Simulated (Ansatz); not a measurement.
## CaC2 (I4/mmm): phonons and vibrational spectra

Aim: the phonons of CaC2 (I4/mmm) at a cell relaxed beforehand at this level.

Main program and level: Ansatz 0.2.0; DFT PBEsol, scalar-relativistic, plane waves, PseudoDojo norm-conserving pseudopotentials.

**1. The structure**

Symmetry: I4/mmm, No. 139, tetragonal system. The conventional cell has a = 3.821 Å, b = 3.821 Å, c = 6.338 Å, α = 90.00°, β = 90.00°, γ = 90.00°. Ca has 10 C at 2.54 to 2.77 Å nearest. C has 1 C at 1.26 Å and 5 Ca at 2.54 to 2.77 Å nearest. Farther neighbours are not listed.

**2. Modes at Γ**

The cell comes from relaxations at this level that are not shown. The zone centre is the only wavevector solved here; it holds the modes that light can see, as far as symmetry allows. The response to a homogeneous field gives the Born charges and the dielectric tensor, and its change with displacement the Raman tensors.

File input.yaml:

```yaml
crystal:
  lattice:
    - [-1.9103668985, 1.9103668985, 3.1690677994]
    - [1.9103668985, -1.9103668985, 3.1690677994]
    - [1.9103668985, 1.9103668985, -3.1690677994]
  atoms:
    - { symbol: Ca, position: [0.0, 0.0, 0.0] }
    - { symbol: C, position: [0.5995371893, 0.5995371893, 0.0] }
    - { symbol: C, position: [0.4004628107, 0.4004628107, 0.0] }
kpoints:
  mp_grid: { grid: [12, 12, 12] }
hamiltonian:
  xc: pbesol
  pseudopotentials: { kind: nc, accuracy: standard }
scf:
  occupations: { method: fixed }
output:
  eigenvalues: true
phonons:
  method: dfpt
  dielectric: true
  rigid_motions: translations
  raman: true
```

Run with:

```bash
> ansatz run input.yaml --threads 4 --pin off --max-ram 7168MiB --backend cpu --events-out ev --progress --plain --runs-dir out
```

The runs that follow: isotope substitution, element C, natural mass 12.011 amu; another isotope, element Ca, natural mass 40.078 amu. Settings of the main run: cutoff 1115.67 eV, 12×12×12 k-mesh, fixed occupations.

**Question.** What will these runs give for the highest optical mode at the zone centre, top of the zone-centre spectrum with the field and lowest optical zone-centre mode?

With one main axis (tetragonal system), two principal values must be equal and the third, along that axis, is free. The structure is stable against zone-centre distortions, since no mode there is imaginary; other wavevectors were not solved, so zone-boundary instabilities are untested. Without the field, the optical modes at Γ span 233 to 1860 cm⁻¹.

* volume per atom: 15.4 Å³
* gap on the k-mesh: 1.03 eV
* highest optical mode at the zone centre (no LO-TO term): 1860 cm⁻¹
* top of the zone-centre spectrum with the field: 1860 cm⁻¹
* lowest optical zone-centre mode: 233 cm⁻¹
* mean high-frequency dielectric constant: 4.19
* mean static dielectric constant: 10.0
* largest Born charge (third of the trace): 2.26 e
* imaginary modes at Γ (the only wavevector solved): none

No dispersion was computed. The highest mode in this list at Γ, 1860.0 cm⁻¹, is mostly motion of C (100 % of the kinetic energy). The macroscopic field leaves the top of the zone-centre spectrum where it is. Lattice motion raises the mean dielectric constant from 4.191 to 10.04. The strongest infrared line is at 233 cm⁻¹. Averaged over orientations, the strongest Raman line at 532 nm and 300 K is at 1860 cm⁻¹. The tensors are the static, non-resonant ones, while 532 nm light (2.33 eV) lies above the computed gap. These are harmonic frequencies at zero temperature: anharmonic shifts, linewidths and thermal expansion are left out.

[Logs are printed without paths, hosts, clocks, repeated set-up lines and the standing remarks that a program may print on its own settings, such as how far it seeks lower states.]

[Hosts, paths, dates, database ids (printed as entryN), source tags and the programs' standing remarks are cut or masked in the printed files.]
